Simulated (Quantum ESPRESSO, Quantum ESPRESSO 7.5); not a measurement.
# Ir(100): thickness series by an ASE script

Wanted: a thickness series of Ir(100), driven from Python.

Program: Quantum ESPRESSO 7.5. Level of theory: plane-wave DFT, PBE, GBRV ultrasoft pseudopotentials. Results are calculated unless marked as measured.

**What experiment says.**

“Anisotropic work function of elemental crystals” (2019, arxiv:1902.07811) quotes from earlier work for Ir (clean (100) face, which reconstructs): work function (clean (100) face, which reconstructs) 5.96 eV.

**1. Set-up**

The cell holds 8 atoms: 8 Ir. Cell: a = 2.715 Å, b = 2.715 Å, c = 28.440 Å, α = 90.0°, β = 90.0°, γ = 90.0°. It derives from Ir. Vacuum lies along c.

Structure file:

```cif
data_structure
_symmetry_space_group_name_H-M 'P 1'
_symmetry_Int_Tables_number 1
_cell_length_a 2.7153
_cell_length_b 2.7153
_cell_length_c 28.4400
_cell_angle_alpha 90.000
_cell_angle_beta 90.000
_cell_angle_gamma 90.000
_cell_volume 209.68
loop_
_atom_site_label
_atom_site_type_symbol
_atom_site_fract_x
_atom_site_fract_y
_atom_site_fract_z
_atom_site_occupancy
Ir1 Ir 0.50000 0.50000 0.26371 1
Ir2 Ir 0.00000 0.00000 0.33122 1
Ir3 Ir 0.50000 0.50000 0.39873 1
Ir4 Ir 0.00000 0.00000 0.46624 1
Ir5 Ir 0.50000 0.50000 0.53376 1
Ir6 Ir 0.00000 0.00000 0.60127 1
Ir7 Ir 0.50000 0.50000 0.66878 1
Ir8 Ir 0.00000 0.00000 0.73629 1
```

**2. The script**

ASE writes the inputs, starts pw.x and reads the results. Under ESM bc1 the zero of energy of a symmetric slab is the vacuum, so the work function is minus the Fermi level.

run.py

```python
import json
import numpy as np
from ase.build import fcc100
from ase.calculators.espresso import Espresso, EspressoProfile

profile = EspressoProfile(command='mpirun -n 4 pw.x -nk 4', pseudo_dir='../pseudo')
pseudopotentials = {'Ir': 'ir_pbe_v1.2.uspp.F.UPF'}
system = {'ecutwfc': 40, 'ecutrho': 200, 'occupations': 'smearing', 'smearing': 'mv', 'degauss': 0.02}


def calculator(name, kpts, **extra):
    data = dict(control=dict(tprnfor=True, verbosity='high', disk_io='none'),
                system=system | extra,
                electrons=dict(conv_thr=1e-07, mixing_beta=0.4, mixing_mode='local-TF',
                               electron_maxstep=100))
    return Espresso(profile=profile, directory=name, pseudopotentials=pseudopotentials, kpts=kpts, input_data=data)


def centre(atoms):
    z = atoms.positions[:, 2]
    atoms.positions[:, 2] -= (z.max() + z.min()) / 2  # ESM wants the slab about z = 0
    return atoms


rows = []
for n in [3, 4, 5, 6, 7, 8]:
    slab = centre(fcc100('Ir', size=(1, 1, n), a=3.84, vacuum=7.5, periodic=True))
    slab.set_initial_magnetic_moments([0.0] * n)
    slab.calc = calculator(f'n{n}', (12, 12, 1), assume_isolated='esm', esm_bc='bc1')
    energy = slab.get_potential_energy()
    work = -slab.calc.get_fermi_level()
    force = slab.get_forces()[-1, 2]
    rows.append([n, energy, work, force])
    print(f'{n} layers: E = {energy:.5f} eV, work function {work:.3f} eV, force on the top atom {force:+.3f} eV/A')

n, energy = np.array(rows)[:, :2].T
slope, offset = np.polyfit(n[1:], energy[1:], 1)
area = np.linalg.norm(np.cross(*slab.cell[:2]))
gamma = offset / (2 * area) * 16.0218
print(f'bulk energy from the slope {slope:.5f} eV an atom; unrelaxed surface energy {gamma:.3f} J/m^2')
json.dump(dict(rows=rows, slope=slope, gamma=gamma), open('result.json', 'w'))
```

Launch:

```console
$ OMP_NUM_THREADS=1 python run.py
```

Output:

```text
3 layers: E = -7416.99002 eV, work function 5.434 eV, force on the top atom -0.770 eV/A
4 layers: E = -9890.18719 eV, work function 5.526 eV, force on the top atom -0.559 eV/A
5 layers: E = -12363.45383 eV, work function 5.552 eV, force on the top atom -0.745 eV/A
6 layers: E = -14836.70104 eV, work function 5.563 eV, force on the top atom -0.708 eV/A
7 layers: E = -17309.92043 eV, work function 5.539 eV, force on the top atom -0.653 eV/A
8 layers: E = -19783.15294 eV, work function 5.538 eV, force on the top atom -0.694 eV/A
bulk energy from the slope -2473.23981 eV an atom; unrelaxed surface energy 2.994 J/m^2
```

Wall time 9.9 min (4 MPI ranks of Arm Neoverse V2, shared host); peak memory 0.92 GiB.

The input that ASE wrote for the first run, and its log:

```
&CONTROL
   verbosity        = 'high'
   tprnfor          = .true.
   disk_io          = 'none'
   pseudo_dir       = '../pseudo'
/
&SYSTEM
   ecutwfc          = 40
   ecutrho          = 200
   occupations      = 'smearing'
   degauss          = 0.02
   smearing         = 'mv'
   assume_isolated  = 'esm'
   esm_bc           = 'bc1'
   ntyp             = 1
   nat              = 3
   ibrav            = 0
/
&ELECTRONS
   electron_maxstep = 100
   conv_thr         = 1e-07
   mixing_mode      = 'local-TF'
   mixing_beta      = 0.4
/
&IONS
/
&CELL
/
&FCP
/
&RISM
/
ATOMIC_SPECIES
Ir 192.217 ir_pbe_v1.2.uspp.F.UPF

K_POINTS automatic
12 12 1  0 0 0

CELL_PARAMETERS angstrom
2.71529003975634 0.00000000000000 0.00000000000000
0.00000000000000 2.71529003975634 0.00000000000000
0.00000000000000 0.00000000000000 18.84000000000000

ATOMIC_POSITIONS angstrom
Ir 0.0000000000 0.0000000000 -1.9200000000  
Ir 1.3576450199 1.3576450199 -0.0000000000  
Ir 0.0000000000 0.0000000000 1.9200000000
```

```text
Program PWSCF v.7.5 starts
[citation notice left out]

     Parallel version (MPI & OpenMP), running on       4 processor cores
     Number of MPI processes:                 4
     Threads/MPI process:                     1

     MPI processes distributed on     1 nodes
[... 1 line left out ...]

Warning: card &CELL ignored
Warning: card &FCP ignored
Warning: card &RISM ignored

     Current dimensions of program PWSCF are:
     Max number of different atomic species (ntypx) = 10
     Max number of k-points (npk) =  40000
     Max angular momentum in pseudopotentials (lmaxx) =  4
     Message from routine setup:
     using ibrav=0 with symmetry is DISCOURAGED, use correct ibrav instead

     K-points division:     npool     =       4
     Subspace diagonalization in iterative solution of the eigenvalue problem:
     a serial algorithm will be used

     G-vector sticks info
     --------------------
     sticks:   dense  smooth     PW     G-vecs:    dense   smooth      PW
     Sum         421     341    109                44949    32099    5893

     Using Slab Decomposition

     bravais-lattice index     =            0
     lattice parameter (alat)  =       5.1312  a.u.
     unit-cell volume          =     937.3676 (a.u.)^3
     number of atoms/cell      =            3
     number of atomic types    =            1
     number of electrons       =        45.00
     number of Kohn-Sham states=           28
     kinetic-energy cutoff     =      40.0000  Ry
     charge density cutoff     =     200.0000  Ry
     scf convergence threshold =      1.0E-07
     mixing beta               =       0.4000
     number of iterations used =            8  local-TF  mixing
     Exchange-correlation= SLA  PW   PBE  PBE
                           (   1   4   3   4   0   0   0)

     Effective Screening Medium Method
     =================================
     Boundary Conditions: Vacuum-Slab-Vacuum
     total charge in unit cell        =   0.0000
     grid points for fit at edges     =        4

[... 10 lines left out ...]
     PseudoPot. # 1 for Ir read from file:
     ../pseudo/ir_pbe_v1.2.uspp.F.UPF
     Pseudo is Ultrasoft + core correction, Zval = 15.0
     Generated by new atomic code, or converted to UPF format
     Using radial grid of  983 points,  7 beta functions with:
                l(1) =   0
                l(2) =   0
                l(3) =   1
                l(4) =   1
                l(5) =   1
                l(6) =   2
                l(7) =   2
     Q(r) pseudized with  8 coefficients,  rinner =    1.400   1.400   1.400
                                                       1.400   1.400

     atomic species   valence    mass     pseudopotential
     Ir               15.00   192.21700     Ir( 1.00)

     16 Sym. Ops., with inversion, found

                                    s                        frac. trans.

      isym =  1     identity

[... 624 lines left out ...]
    -8.2826  -7.7512  -6.8917  -6.1531  -6.1531  -6.0271  -5.9115  -4.7845
    -4.3656  -4.3656  -4.3268  -3.7753

     occupation numbers
     1.0000   1.0000   1.0000   1.0000   1.0000   1.0000   1.0000   1.0000
     1.0000   1.0000   1.0000   1.0000   1.0000   1.0000   1.0000   1.0000
     1.0000   1.0000   1.0000   1.0063   1.0063   1.0271   1.0640   0.0000
     0.0000   0.0000   0.0000   0.0000

[... 270 lines left out ...]

     the Fermi energy is    -5.4342 ev

!    total energy              =    -545.13875945 Ry
     estimated scf accuracy    <       0.00000005 Ry
     smearing contrib. (-TS)   =       0.00024267 Ry
     internal energy E=F+TS    =    -545.13900212 Ry

     The total energy is F=E-TS. E is the sum of the following terms:
     one-electron contribution =    3382.53436383 Ry
     hartree contribution      =   -1697.88287119 Ry
     xc contribution           =    -150.90026634 Ry
     ewald contribution        =   -2078.89022842 Ry

     convergence has been achieved in  24 iterations

     negative rho (up, down):  9.466E-01 0.000E+00

     Forces acting on atoms (cartesian axes, Ry/au):

     atom    1 type  1   force =     0.00000000    0.00000000    0.02994354
     atom    2 type  1   force =     0.00000000    0.00000000    0.00000000
     atom    3 type  1   force =     0.00000000    0.00000000   -0.02994354
     The non-local contrib.  to forces
     atom    1 type  1   force =     0.00000000    0.00000000   -0.06690477
     atom    2 type  1   force =     0.00000000    0.00000000    0.00000000
     atom    3 type  1   force =     0.00000000    0.00000000    0.06690477
     The ionic contribution  to forces
     atom    1 type  1   force =     0.00000000    0.00000000 -210.60901268
     atom    2 type  1   force =    -0.00000000   -0.00000000   -0.00000000
     atom    3 type  1   force =     0.00000000    0.00000000  210.60901268
     The local contribution  to forces
     atom    1 type  1   force =     0.00000000   -0.00000000  210.68634449
     atom    2 type  1   force =    -0.00000000   -0.00000000    0.00000379
     atom    3 type  1   force =    -0.00000000    0.00000000 -210.68633691
     The core correction contribution to forces
     atom    1 type  1   force =     0.00000000    0.00000000    0.02108650
     atom    2 type  1   force =     0.00000000    0.00000000    0.00000000
     atom    3 type  1   force =    -0.00000000    0.00000000   -0.02108650
     The Hubbard contrib.    to forces
     atom    1 type  1   force =     0.00000000    0.00000000    0.00000000
     atom    2 type  1   force =     0.00000000    0.00000000    0.00000000
     atom    3 type  1   force =     0.00000000    0.00000000    0.00000000
     The SCF correction term to forces
     atom    1 type  1   force =     0.00000000   -0.00000000   -0.00156623
     atom    2 type  1   force =    -0.00000000   -0.00000000   -0.00000002
     atom    3 type  1   force =     0.00000000   -0.00000000    0.00156619

     Total force =     0.042347     Total SCF correction =     0.002215
     Message from routine punch:
     Nothing written, as per user request (disk_io='none')

[... 1 line left out ...]

[... 1 line left out ...]

[... 1 line left out ...]

[... 3 lines left out ...]

[... 1 line left out ...]

[... 2 lines left out ...]

[... 1 line left out ...]

[... 1 line left out ...]

=------------------------------------------------------------------------------=
   JOB DONE.
=------------------------------------------------------------------------------=
```

This step gave:

* surface energy: 2.994 J/m²
* work function of the thickest slab: 5.538 eV

The work function by layers:

| layers | work function (eV) |
| --- | --- |
| 3.00 | 5.43 |
| 4.00 | 5.53 |
| 5.00 | 5.55 |
| 6.00 | 5.56 |
| 7.00 | 5.54 |
| 8.00 | 5.54 |

Force on the top atom along the normal against layers:

```csv
layers,force on the top atom along the normal (eV/Å)
3.00,-0.770
4.00,-0.559
5.00,-0.745
6.00,-0.708
7.00,-0.653
8.00,-0.694
```

Table of energy less the bulk line's slope by layers:

```csv
layers,energy less the bulk line's slope (meV)
3.00,2729
4.00,2772
5.00,2745
6.00,2738
7.00,2758
8.00,2766
```

**3. The script: RPBE, GBRV ultrasoft**

Level of this step: plane-wave DFT, RPBE, GBRV ultrasoft pseudopotentials made under PBE (Quantum ESPRESSO 7.5). input_dft overrides the functional of the files.

run.py, as its differences from the input of step 2:

```diff
@@ -7,3 +7,3 @@
 pseudopotentials = {'Ir': 'ir_pbe_v1.2.uspp.F.UPF'}
-system = {'ecutwfc': 40, 'ecutrho': 200, 'occupations': 'smearing', 'smearing': 'mv', 'degauss': 0.02}
+system = {'ecutwfc': 40, 'ecutrho': 200, 'input_dft': 'rpbe', 'occupations': 'smearing', 'smearing': 'mv', 'degauss': 0.02}
```

Launch:

```console
$ OMP_NUM_THREADS=1 python run.py
```

Output:

```text
3 layers: E = -7419.20314 eV, work function 5.276 eV, force on the top atom -0.583 eV/A
4 layers: E = -9893.05165 eV, work function 5.370 eV, force on the top atom -0.360 eV/A
5 layers: E = -12366.97061 eV, work function 5.395 eV, force on the top atom -0.558 eV/A
6 layers: E = -14840.86969 eV, work function 5.408 eV, force on the top atom -0.513 eV/A
7 layers: E = -17314.74113 eV, work function 5.382 eV, force on the top atom -0.467 eV/A
8 layers: E = -19788.62564 eV, work function 5.382 eV, force on the top atom -0.502 eV/A
bulk energy from the slope -2473.89185 eV an atom; unrelaxed surface energy 2.716 J/m^2
```

The job ended after 12 min (4 MPI ranks; peak memory 0.92 GiB; 49 min of CPU time).

Read from the output:

| Item | Value |
| --- | --- |
| surface energy | 2.716 J/m² |
| work function of the thickest slab | 5.382 eV |

Table of work function by layers:

| layers | work function (eV) |
| --- | --- |
| 3.00 | 5.28 |
| 4.00 | 5.37 |
| 5.00 | 5.40 |
| 6.00 | 5.41 |
| 7.00 | 5.38 |
| 8.00 | 5.38 |

Table of force on the top atom along the normal by layers:

| layers | force on the top atom along the normal (eV/Å) |
| --- | --- |
| 3.00 | -0.583 |
| 4.00 | -0.360 |
| 5.00 | -0.558 |
| 6.00 | -0.513 |
| 7.00 | -0.467 |
| 8.00 | -0.502 |

Energy less the bulk line's slope against layers:

```
layers  energy less the bulk line's slope (meV)
  3.00                                     2472
  4.00                                     2516
  5.00                                     2489
  6.00                                     2481
  7.00                                     2502
  8.00                                     2509
```

**4. By hand**

γ = (E_N − N e_bulk)/(2A). The excess of the thickest slab is 2.766 eV and A = 7.373 Å²: 2.766/(2 × 7.373) × 16.02 = 3.00 J/m² (1 eV/Å² = 16.02 J/m²); the fit's intercept gives 2.99.

**5. Summary of results**

```
work function of the thickest slab, PBE, GBRV ultrasoft                   : 5.54 eV
unrelaxed surface energy, PBE, GBRV ultrasoft                             : 2.99 J/m²
work function of the thickest slab, RPBE, GBRV ultrasoft (made under PBE) : 5.38 eV
unrelaxed surface energy, RPBE, GBRV ultrasoft (made under PBE)           : 2.72 J/m²
```

The thickest slab gives a work function of 5.54 eV and the series an unrelaxed surface energy of 2.99 J/m² (PBE, GBRV ultrasoft). The work function swings by 0.13 eV over 3 to 8 layers and by 0.00 eV over the last step; confined states crossing the Fermi level and the finite mesh both contribute. From 4 layers on it stays within 0.1 eV. The force on the top atom of the thickest slab points inwards (0.69 eV/Å). The slabs are cut from the bulk at the tabulated lattice constant and not relaxed; the surface energy comes from a straight line through the energies of all but the thinnest slab. Spin-orbit coupling is left out; depending on the atoms that carry the levels of interest, it can split and shift them by tenths of an eV to an eV or more.

Calculation against experiment:

| quantity | measured | PBE, GBRV | RPBE, GBRV (made under PBE) |
| --- | --- | --- | --- |
| work function (clean (100) face, which reconstructs) (eV) | 5.96 | 5.54 (-0.42 eV) | 5.38 (-0.58 eV) |

Measured values from arxiv:1902.07811 (2019).

**Verdict.** The grades are ours: good and fair within 3 and 7 % for the work function. Other measurements of the same face can differ from the value quoted by 0.1 to 0.2 eV.

[Logs are printed without paths, hosts, clocks, repeated set-up lines and the standing remarks that a program may print on its own settings, such as how far it seeks lower states.]

[Hosts, paths, dates, database ids (printed as entryN), source tags and the programs' standing remarks are cut or masked in the printed files.]

[Maps of the electrostatic potential energy from Ansatz leave out the sawtooth potential of an applied field or a dipole correction, so their vacuum need not be flat; planar profiles and work functions include it.]
